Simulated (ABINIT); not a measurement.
# SnO2 (Cassiterite): a self-consistent loop beyond G0W0, cycle by cycle, part 2 of 3

Wanted: G0W0 and self-consistent gaps of SnO2 (Cassiterite), with the cost of the cycles.

ABINIT 10.8.3; LDA and many-body steps on it, plane waves. Known limits of the many-body steps: not at the basis limit; no spin-orbit coupling; coarse k mesh.

So far. Step 4 (G0W0): The gap on the mesh goes from 1.14 eV to 2.91 eV, a correction of +1.77 eV. Step 5 (evGW0, cycle 1): Against G0W0 in ABINIT (2×2×4 mesh, 132 bands, screening to 106.1 eV, Godby-Needs plasmon pole), the gap moves by +0.365 eV. This first cycle still uses the starting levels; it takes the full correction, at all points of the mesh, and its linearised value is 2.906 eV.

**6. evGW0, cycle 2**

Level of this step: evGW0 on LDA, plane waves, norm-conserving pseudopotentials (ABINIT).

The corrected levels of the last cycle go back in.

run.abi

```
acell 3*1.0 Angstrom
rprim 
  4.738000000000 0.000000000000 0.000000000000
  0.000000000000 4.738000000000 0.000000000000
  0.000000000000 0.000000000000 3.186500000000
ntypat 2
znucl 50 8
natom 6
typat 1 1 2 2 2 2
xred 
  0.000000000000 0.000000000000 0.000000000000
  0.500000000000 0.500000000000 0.500000000000
  0.307100000000 0.307100000000 0.000000000000
  0.192900000000 0.807100000000 0.500000000000
  0.692900000000 0.692900000000 0.000000000000
  0.807100000000 0.192900000000 0.500000000000
pp_dirpath "pseudos"
pseudos "Sn.upf, O.upf"
ecut 42
ngkpt 2 2 4
nshiftk 1
shiftk 0 0 0
kptopt 1
chksymbreak 0
istwfk *1
occopt 1
irdwfk 1
optdriver 4
nband 132
gwcalctyp 10
ecutsigx 42
symsigma 1
nkptgw 9
kptgw 
  0.0000000000 0.0000000000 0.0000000000
  0.5000000000 0.0000000000 0.0000000000
  0.5000000000 0.5000000000 0.0000000000
  0.0000000000 0.0000000000 0.2500000000
  0.5000000000 0.0000000000 0.2500000000
  0.5000000000 0.5000000000 0.2500000000
  0.0000000000 0.0000000000 0.5000000000
  0.5000000000 0.0000000000 0.5000000000
  0.5000000000 0.5000000000 0.5000000000
bdgw 
  23 40
  23 40
  23 40
  23 40
  23 40
  23 40
  23 40
  23 40
  23 40
ecuteps 3.9
irdscr 1
ppmodel 1
irdqps 1
indata_prefix "in"
outdata_prefix "out"
tmpdata_prefix "tmp"
```

Started as:

```console
$ OMP_NUM_THREADS=1 mpirun -n 8 abinit run.abi > log
```

What it wrote:

```text
.Version 10.8.3 of ABINIT. v10.8.2 released Aug 2026.

 Symmetries : space group P4_2/m n m (#136); Bravais tP (primitive tetrag.)
[... echo of the input left out ...]
== DATASET  1 ==================================================================
-   mpi_nproc: 8, omp_nthreads: 1 (-1 if OMP is not activated)

--- !DatasetInfo
iteration_state: {dtset: 1, }
dimensions: {natom: 6, nkpt: 9, mband: 132, nsppol: 1, nspinor: 1, nspden: 1, mpw: 6312, }
cutoff_energies: {ecut:  42.0, pawecutdg:  -1.0, }
[...]
.  kptgw no:  3; Maximum DeltaE = (  -0.147   0.000) for band index: 17
[...]
.  kptgw no:  8; Maximum DeltaE = (   0.061  -0.000) for band index: 13
.  kptgw no:  9; Maximum DeltaE = (  -0.212  -0.001) for band index: 17

== END DATASET(S) ==============================================================
================================================================================

 -outvars: echo values of variables after computation  --------
           etotal      0.0000000000E+00
            nband         132
             nkpt           9
          spgroup         136
 [... the other variables as echoed above ...]

 Calculation completed.
```

Wall time 61 s (8 MPI ranks of Arm Neoverse V2, shared host); peak memory 3.7 GiB.

Numbers from this step:

| Quantity | Value |
| --- | --- |
| quasiparticle gap on the mesh | 3.156 eV |
| gap of the density functional on the mesh | 1.138 eV |
| k of the valence top | 0, 0, 0 |
| k of the conduction bottom | 0, 0, 0 |
| least direct quasiparticle gap on the computed points | 3.156 eV |

Against the cycle before, the gap moves by −0.115 eV.

**7. evGW0, cycle 3**

run.abi is that of step 6.

What it wrote:

```text
.Version 10.8.3 of ABINIT. v10.8.2 released Aug 2026.

 Symmetries : space group P4_2/m n m (#136); Bravais tP (primitive tetrag.)
[... echo of the input left out ...]
== DATASET  1 ==================================================================
-   mpi_nproc: 8, omp_nthreads: 1 (-1 if OMP is not activated)

--- !DatasetInfo
iteration_state: {dtset: 1, }
dimensions: {natom: 6, nkpt: 9, mband: 132, nsppol: 1, nspinor: 1, nspden: 1, mpw: 6312, }
cutoff_energies: {ecut:  42.0, pawecutdg:  -1.0, }
[...]
.  kptgw no:  3; Maximum DeltaE = (   0.013   0.000) for band index: 18
[...]
.  kptgw no:  8; Maximum DeltaE = (  -0.007  -0.000) for band index: 13
.  kptgw no:  9; Maximum DeltaE = (   0.022  -0.001) for band index: 17

== END DATASET(S) ==============================================================
================================================================================

 -outvars: echo values of variables after computation  --------
           etotal      0.0000000000E+00
            nband         132
             nkpt           9
          spgroup         136
 [... the other variables as echoed above ...]

 Calculation completed.
```

The job ended after 61 s (8 MPI ranks; peak memory 3.7 GiB).

This step gave:

- quasiparticle gap on the mesh: 3.157 eV
- gap of the density functional on the mesh: 1.138 eV
- k of the valence top: 0, 0, 0
- k of the conduction bottom: 0, 0, 0
- least direct quasiparticle gap on the computed points: 3.157 eV

Against the cycle before, the gap moves by +0.001 eV.

**8. Screening, 2×2×4 mesh, 132 bands, screening to 106.1 eV**

This step: RPA screening on LDA, plane waves, norm-conserving pseudopotentials.

run.abi

```
acell 3*1.0 Angstrom
rprim 
  4.738000000000 0.000000000000 0.000000000000
  0.000000000000 4.738000000000 0.000000000000
  0.000000000000 0.000000000000 3.186500000000
ntypat 2
znucl 50 8
natom 6
typat 1 1 2 2 2 2
xred 
  0.000000000000 0.000000000000 0.000000000000
  0.500000000000 0.500000000000 0.500000000000
  0.307100000000 0.307100000000 0.000000000000
  0.192900000000 0.807100000000 0.500000000000
  0.692900000000 0.692900000000 0.000000000000
  0.807100000000 0.192900000000 0.500000000000
pp_dirpath "pseudos"
pseudos "Sn.upf, O.upf"
ecut 42
ngkpt 2 2 4
nshiftk 1
shiftk 0 0 0
kptopt 1
chksymbreak 0
istwfk *1
occopt 1
irdwfk 1
optdriver 3
nband 132
ecuteps 3.9
inclvkb 2
awtr 1
symchi 1
gwcalctyp 10
mbpt_sciss 2.567 eV
nqptdm 1
qptdm 
  0 0 0
indata_prefix "in"
outdata_prefix "out"
tmpdata_prefix "tmp"
```

What it wrote:

```text
.Version 10.8.3 of ABINIT. v10.8.2 released Aug 2026.

 Symmetries : space group P4_2/m n m (#136); Bravais tP (primitive tetrag.)
[... echo of the input left out ...]
== DATASET  1 ==================================================================
-   mpi_nproc: 8, omp_nthreads: 1 (-1 if OMP is not activated)

--- !DatasetInfo
iteration_state: {dtset: 1, }
dimensions: {natom: 6, nkpt: 9, mband: 132, nsppol: 1, nspinor: 1, nspden: 1, mpw: 6312, }
cutoff_energies: {ecut:  42.0, pawecutdg:  -1.0, }
electrons: {nelect:   6.80000000E+01, charge:   0.00000000E+00, occopt:   1.00000000E+00, tsmear:   1.00000000E-02, }

 SCREENING: Calculation of the susceptibility and dielectric matrices

 Based on a program developped by R.W. Godby, V. Olevano, G. Onida, and L. Reining.
 Incorporated in ABINIT by V. Olevano, G.-M. Rignanese, and M. Torrent.
.Using double precision arithmetic ; gwpc =  8

[... cell and pseudopotentials left out ...]
--------------------------------------------------------------------------------

 ==== K-mesh for the wavefunctions ====
 Number of points in the irreducible wedge :     9
[... list of points left out ...]
 Together with 16 symmetry operations and time-reversal symmetry
 yields    16 points in the full Brillouin Zone.

 ==== Q-mesh for the screening function ====
 Number of points in the irreducible wedge :     9
[... list of points left out ...]
 Together with 16 symmetry operations and time-reversal symmetry
 yields    16 points in the full Brillouin Zone.

 setmesh: FFT mesh size selected  =    36x   36x   24
          total number of points  =        31104

 vcoul_init : cutoff-mode = AUXILIARY_FUNCTION
 q-points for optical limit:   1
     1)      0.000010    0.000020    0.000030

 Dielectric matrix will be calculated only for some
 selected q points provided by the user through the input variables
 nqptdm and qptdm

- screening: taking advantage of time-reversal symmetry
- Maximum band index for partially occupied states nbvw = 34
- Remaining bands to be divided among processors   nbcw = 98
- Number of bands treated by each node ~12

 rdqps: reading QP wavefunctions of the previous step
        looking for file in_QPS
 file not found, 1st iteration initialized with KS eigenelements

 screening : performing a first self-consistency
 update of the energies in W by a scissor operator
 applying a scissor operator of [eV] :   2.567

 Number of electrons calculated from density =   68.0000; Expected =   68.0000
 average of density, n =  0.140867
 r_s =    1.1923
 omega_plasma =   36.2043 [eV]

 calculating chi0 at frequencies [eV] :
  1    0.000000E+00    0.000000E+00
  2    0.000000E+00    3.620427E+01

--------------------------------------------------------------------------------
  q-point number  1        q = ( 0.000000, 0.000000, 0.000000) [r.l.u.]
--------------------------------------------------------------------------------
[... chi0 elements left out ...]
 For q-point:  0.000010 0.000020 0.000030
  dielectric constant =   4.1667
  dielectric constant without local fields =   4.3145

  Average fulfillment of the sum rule on Im[epsilon] for q-point    1 :     54.84  [%]
[... wings left out ...]
== END DATASET(S) ==============================================================
================================================================================

 -outvars: echo values of variables after computation  --------
           etotal      0.0000000000E+00
            nband         132
             nkpt           9
          spgroup         136
 [... the other variables as echoed above ...]

 Calculation completed.
```

The job ended after 23 s (8 MPI ranks; peak memory 2.9 GiB).

This step gave:

```
ε∞ with local fields, on this mesh, along the program's q direction : 4.167
the same without local fields                                       : 4.314
plasma frequency                                                    : 36.20 eV
plane waves in the screening matrix                                 : 177
```

This screening uses the functional's bands under a rigid shift, the mean opening of the cycle before.

**9. Screening, 2×2×4 mesh, 132 bands, screening to 106.1 eV**

This step: RPA screening on LDA from quasiparticle energies, plane waves, norm-conserving pseudopotentials.

Edit run.abi of step 8 so:

```diff
@@ -33,7 +33,14 @@
 symchi 1
+irdqps 1
 gwcalctyp 10
-mbpt_sciss 2.567 eV
-nqptdm 1
+nqptdm 8
 qptdm 
-  0 0 0
+  0.5000000000 0.0000000000 0.0000000000
+  0.5000000000 0.5000000000 0.0000000000
+  0.0000000000 0.0000000000 0.2500000000
+  0.5000000000 0.0000000000 0.2500000000
+  0.5000000000 0.5000000000 0.2500000000
+  0.0000000000 0.0000000000 0.5000000000
+  0.5000000000 0.0000000000 0.5000000000
+  0.5000000000 0.5000000000 0.5000000000
 indata_prefix "in"
```

mrgscr.stdin

```
2
merged
q0_SCR
out_SCR
1
```

Started as:

```console
$ OMP_NUM_THREADS=1 mpirun -n 8 abinit run.abi > log; mrgscr < mrgscr.stdin
```

What it wrote:

```text
.Version 10.8.3 of ABINIT. v10.8.2 released Aug 2026.

 Symmetries : space group P4_2/m n m (#136); Bravais tP (primitive tetrag.)
[... echo of the input left out ...]
== DATASET  1 ==================================================================
-   mpi_nproc: 8, omp_nthreads: 1 (-1 if OMP is not activated)

--- !DatasetInfo
iteration_state: {dtset: 1, }
dimensions: {natom: 6, nkpt: 9, mband: 132, nsppol: 1, nspinor: 1, nspden: 1, mpw: 6312, }
cutoff_energies: {ecut:  42.0, pawecutdg:  -1.0, }
[...]
q-point number  1        q = ( 0.500000, 0.000000, 0.000000) [r.l.u.]
--------------------------------------------------------------------------------
[... chi0 elements left out ...]
  Average fulfillment of the sum rule on Im[epsilon] for q-point    2 :     61.52  [%]

--------------------------------------------------------------------------------
  q-point number  2        q = ( 0.500000, 0.500000, 0.000000) [r.l.u.]
--------------------------------------------------------------------------------
[... chi0 elements left out ...]
  Average fulfillment of the sum rule on Im[epsilon] for q-point    3 :     59.10  [%]

 [... 6 further q-points ...]
```

The job ended after 20 s (8 MPI ranks; peak memory 2.4 GiB).

This step gave:

```
plasma frequency                    : 36.20 eV
plane waves in the screening matrix : 177
```

This screening reads the quasiparticle levels of the cycle before.

**10. evGW, cycle 1**

This step: evGW on LDA, plane waves, norm-conserving pseudopotentials.

Edit run.abi of step 9 so:

```diff
@@ -27,12 +27,10 @@
 irdwfk 1
-optdriver 3
+optdriver 4
 nband 132
-ecuteps 3.9
-inclvkb 2
-awtr 1
-symchi 1
-irdqps 1
 gwcalctyp 10
-nqptdm 8
-qptdm 
+ecutsigx 42
+symsigma 1
+nkptgw 9
+kptgw 
+  0.0000000000 0.0000000000 0.0000000000
   0.5000000000 0.0000000000 0.0000000000
@@ -45,2 +43,16 @@
   0.5000000000 0.5000000000 0.5000000000
+bdgw 
+  23 40
+  23 40
+  23 40
+  23 40
+  23 40
+  23 40
+  23 40
+  23 40
+  23 40
+ecuteps 3.9
+irdscr 1
+ppmodel 1
+irdqps 1
 indata_prefix "in"
```

Started as:

```console
$ OMP_NUM_THREADS=1 mpirun -n 8 abinit run.abi > log
```

What it wrote:

```text
.Version 10.8.3 of ABINIT. v10.8.2 released Aug 2026.

 Symmetries : space group P4_2/m n m (#136); Bravais tP (primitive tetrag.)
[... echo of the input left out ...]
== DATASET  1 ==================================================================
-   mpi_nproc: 8, omp_nthreads: 1 (-1 if OMP is not activated)

--- !DatasetInfo
iteration_state: {dtset: 1, }
dimensions: {natom: 6, nkpt: 9, mband: 132, nsppol: 1, nspinor: 1, nspden: 1, mpw: 6312, }
cutoff_energies: {ecut:  42.0, pawecutdg:  -1.0, }
[...]
.  kptgw no:  3; Maximum DeltaE = (  -0.245  -0.000) for band index: 11
[...]
.  kptgw no:  8; Maximum DeltaE = (   0.219   0.000) for band index:  3
.  kptgw no:  9; Maximum DeltaE = (   0.205  -0.000) for band index:  1

== END DATASET(S) ==============================================================
================================================================================

 -outvars: echo values of variables after computation  --------
           etotal      0.0000000000E+00
            nband         132
             nkpt           9
          spgroup         136
 [... the other variables as echoed above ...]

 Calculation completed.
```

Elapsed: 59 s, on 8 MPI ranks; peak memory 3.7 GiB.

Numbers from this step:

| Item | Value |
| --- | --- |
| quasiparticle gap on the mesh | 3.599 eV |
| gap of the density functional on the mesh | 1.138 eV |
| k of the valence top | 0, 0, 0 |
| k of the conduction bottom | 0, 0, 0 |
| least direct quasiparticle gap on the computed points | 3.599 eV |

Against G0W0 in ABINIT (2×2×4 mesh, 132 bands, screening to 106.1 eV, Godby-Needs plasmon pole), the gap moves by +0.693 eV.

**11. Screening, 2×2×4 mesh, 132 bands, screening to 106.1 eV**

This step: RPA screening on LDA, plane waves, norm-conserving pseudopotentials.

run.abi

```
acell 3*1.0 Angstrom
rprim 
  4.738000000000 0.000000000000 0.000000000000
  0.000000000000 4.738000000000 0.000000000000
  0.000000000000 0.000000000000 3.186500000000
ntypat 2
znucl 50 8
natom 6
typat 1 1 2 2 2 2
xred 
  0.000000000000 0.000000000000 0.000000000000
  0.500000000000 0.500000000000 0.500000000000
  0.307100000000 0.307100000000 0.000000000000
  0.192900000000 0.807100000000 0.500000000000
  0.692900000000 0.692900000000 0.000000000000
  0.807100000000 0.192900000000 0.500000000000
pp_dirpath "pseudos"
pseudos "Sn.upf, O.upf"
ecut 42
ngkpt 2 2 4
nshiftk 1
shiftk 0 0 0
kptopt 1
chksymbreak 0
istwfk *1
occopt 1
irdwfk 1
optdriver 3
nband 132
ecuteps 3.9
inclvkb 2
awtr 1
symchi 1
gwcalctyp 10
mbpt_sciss 3.047 eV
nqptdm 1
qptdm 
  0 0 0
indata_prefix "in"
outdata_prefix "out"
tmpdata_prefix "tmp"
```

What it wrote:

```text
.Version 10.8.3 of ABINIT. v10.8.2 released Aug 2026.

 Symmetries : space group P4_2/m n m (#136); Bravais tP (primitive tetrag.)
[... echo of the input left out ...]
== DATASET  1 ==================================================================
-   mpi_nproc: 8, omp_nthreads: 1 (-1 if OMP is not activated)

--- !DatasetInfo
iteration_state: {dtset: 1, }
dimensions: {natom: 6, nkpt: 9, mband: 132, nsppol: 1, nspinor: 1, nspden: 1, mpw: 6312, }
cutoff_energies: {ecut:  42.0, pawecutdg:  -1.0, }
[...]
[... chi0 elements left out ...]
 For q-point:  0.000010 0.000020 0.000030
  dielectric constant =   4.0240
  dielectric constant without local fields =   4.1632

  Average fulfillment of the sum rule on Im[epsilon] for q-point    1 :     55.53  [%]
[... wings left out ...]
== END DATASET(S) ==============================================================
================================================================================

 -outvars: echo values of variables after computation  --------
           etotal      0.0000000000E+00
            nband         132
             nkpt           9
          spgroup         136
 [... the other variables as echoed above ...]

 Calculation completed.
```

It took 25 s on 8 MPI ranks; peak memory 2.7 GiB; 3.4 min of CPU time.

This step gave:

```yaml
eps_infinity_with_local_fields_on_this_mesh_along_the_program_s_q_direction: 4.024
the_same_without_local_fields: 4.163
plasma_frequency: 36.20 eV
plane_waves_in_the_screening_matrix: 177
```

This screening uses the functional's bands under a rigid shift, the mean opening of the cycle before.

**12. Screening, 2×2×4 mesh, 132 bands, screening to 106.1 eV**

This step: RPA screening on LDA from quasiparticle energies, plane waves, norm-conserving pseudopotentials.

Edit run.abi of step 11 so:

```diff
@@ -33,7 +33,14 @@
 symchi 1
+irdqps 1
 gwcalctyp 10
-mbpt_sciss 3.047 eV
-nqptdm 1
+nqptdm 8
 qptdm 
-  0 0 0
+  0.5000000000 0.0000000000 0.0000000000
+  0.5000000000 0.5000000000 0.0000000000
+  0.0000000000 0.0000000000 0.2500000000
+  0.5000000000 0.0000000000 0.2500000000
+  0.5000000000 0.5000000000 0.2500000000
+  0.0000000000 0.0000000000 0.5000000000
+  0.5000000000 0.0000000000 0.5000000000
+  0.5000000000 0.5000000000 0.5000000000
 indata_prefix "in"
```

mrgscr.stdin is that of step 9.

Started as:

```console
$ OMP_NUM_THREADS=1 mpirun -n 8 abinit run.abi > log; mrgscr < mrgscr.stdin
```

What it wrote:

```text
.Version 10.8.3 of ABINIT. v10.8.2 released Aug 2026.

 Symmetries : space group P4_2/m n m (#136); Bravais tP (primitive tetrag.)
[... echo of the input left out ...]
== DATASET  1 ==================================================================
-   mpi_nproc: 8, omp_nthreads: 1 (-1 if OMP is not activated)

--- !DatasetInfo
iteration_state: {dtset: 1, }
dimensions: {natom: 6, nkpt: 9, mband: 132, nsppol: 1, nspinor: 1, nspden: 1, mpw: 6312, }
cutoff_energies: {ecut:  42.0, pawecutdg:  -1.0, }
[...]
q-point number  1        q = ( 0.500000, 0.000000, 0.000000) [r.l.u.]
--------------------------------------------------------------------------------
[... chi0 elements left out ...]
  Average fulfillment of the sum rule on Im[epsilon] for q-point    2 :     62.09  [%]

--------------------------------------------------------------------------------
  q-point number  2        q = ( 0.500000, 0.500000, 0.000000) [r.l.u.]
--------------------------------------------------------------------------------
[... chi0 elements left out ...]
  Average fulfillment of the sum rule on Im[epsilon] for q-point    3 :     59.58  [%]

 [... 6 further q-points ...]
```

The job ended after 23 s (8 MPI ranks; peak memory 2.4 GiB).

Numbers from this step:

```
plasma frequency                    : 36.20 eV
plane waves in the screening matrix : 177
```

This screening reads the quasiparticle levels of the cycle before.

**13. evGW, cycle 2**

This step: evGW on LDA, plane waves, norm-conserving pseudopotentials.

Edit run.abi of step 12 so:

```diff
@@ -27,12 +27,10 @@
 irdwfk 1
-optdriver 3
+optdriver 4
 nband 132
-ecuteps 3.9
-inclvkb 2
-awtr 1
-symchi 1
-irdqps 1
 gwcalctyp 10
-nqptdm 8
-qptdm 
+ecutsigx 42
+symsigma 1
+nkptgw 9
+kptgw 
+  0.0000000000 0.0000000000 0.0000000000
   0.5000000000 0.0000000000 0.0000000000
@@ -45,2 +43,16 @@
   0.5000000000 0.5000000000 0.5000000000
+bdgw 
+  23 40
+  23 40
+  23 40
+  23 40
+  23 40
+  23 40
+  23 40
+  23 40
+  23 40
+ecuteps 3.9
+irdscr 1
+ppmodel 1
+irdqps 1
 indata_prefix "in"
```

Started as:

```console
$ OMP_NUM_THREADS=1 mpirun -n 8 abinit run.abi > log
```

What it wrote:

```text
.Version 10.8.3 of ABINIT. v10.8.2 released Aug 2026.

 Symmetries : space group P4_2/m n m (#136); Bravais tP (primitive tetrag.)
[... echo of the input left out ...]
== DATASET  1 ==================================================================
-   mpi_nproc: 8, omp_nthreads: 1 (-1 if OMP is not activated)

--- !DatasetInfo
iteration_state: {dtset: 1, }
dimensions: {natom: 6, nkpt: 9, mband: 132, nsppol: 1, nspinor: 1, nspden: 1, mpw: 6312, }
cutoff_energies: {ecut:  42.0, pawecutdg:  -1.0, }
[...]
.  kptgw no:  3; Maximum DeltaE = (  -0.034  -0.000) for band index: 11
[...]
.  kptgw no:  8; Maximum DeltaE = (   0.016  -0.000) for band index:  1
.  kptgw no:  9; Maximum DeltaE = (  -0.035  -0.000) for band index: 11

== END DATASET(S) ==============================================================
================================================================================

 -outvars: echo values of variables after computation  --------
           etotal      0.0000000000E+00
            nband         132
             nkpt           9
          spgroup         136
 [... the other variables as echoed above ...]

 Calculation completed.
```

Run time: 61 s. Hardware: 8 MPI ranks; peak memory 3.7 GiB.

Numbers from this step:

```yaml
quasiparticle_gap_on_the_mesh: 3.653 eV
gap_of_the_density_functional_on_the_mesh: 1.138 eV
k_of_the_valence_top: 0, 0, 0
k_of_the_conduction_bottom: 0, 0, 0
least_direct_quasiparticle_gap_on_the_computed_points: 3.653 eV
```

Against the cycle before, the gap moves by +0.054 eV.

[end of part 2 of 3]

[Paths, hosts, dates, memory and timing lines, banners, echoed tables and standing remarks are left out of the program output.]

[Logs are printed without paths, hosts, clocks, repeated set-up lines and the standing remarks that a program may print on its own settings, such as how far it seeks lower states.]

[Runs of the session that timed out or met a known fault of the program may be left out.]

[Hosts, paths, dates, database ids (printed as entryN), source tags and the programs' standing remarks are cut or masked in the printed files.]

[G0W0 gaps are taken among the corrected bands and points alone; a level outside them can change the order at an edge.]

[Where Ansatz stands beside ABINIT at settings called matched, ABINIT's density can come from a denser mesh and the files from another edition; pairs whose starting gaps differed by over 0.03 eV were left out, so agreement reads better than it is.]
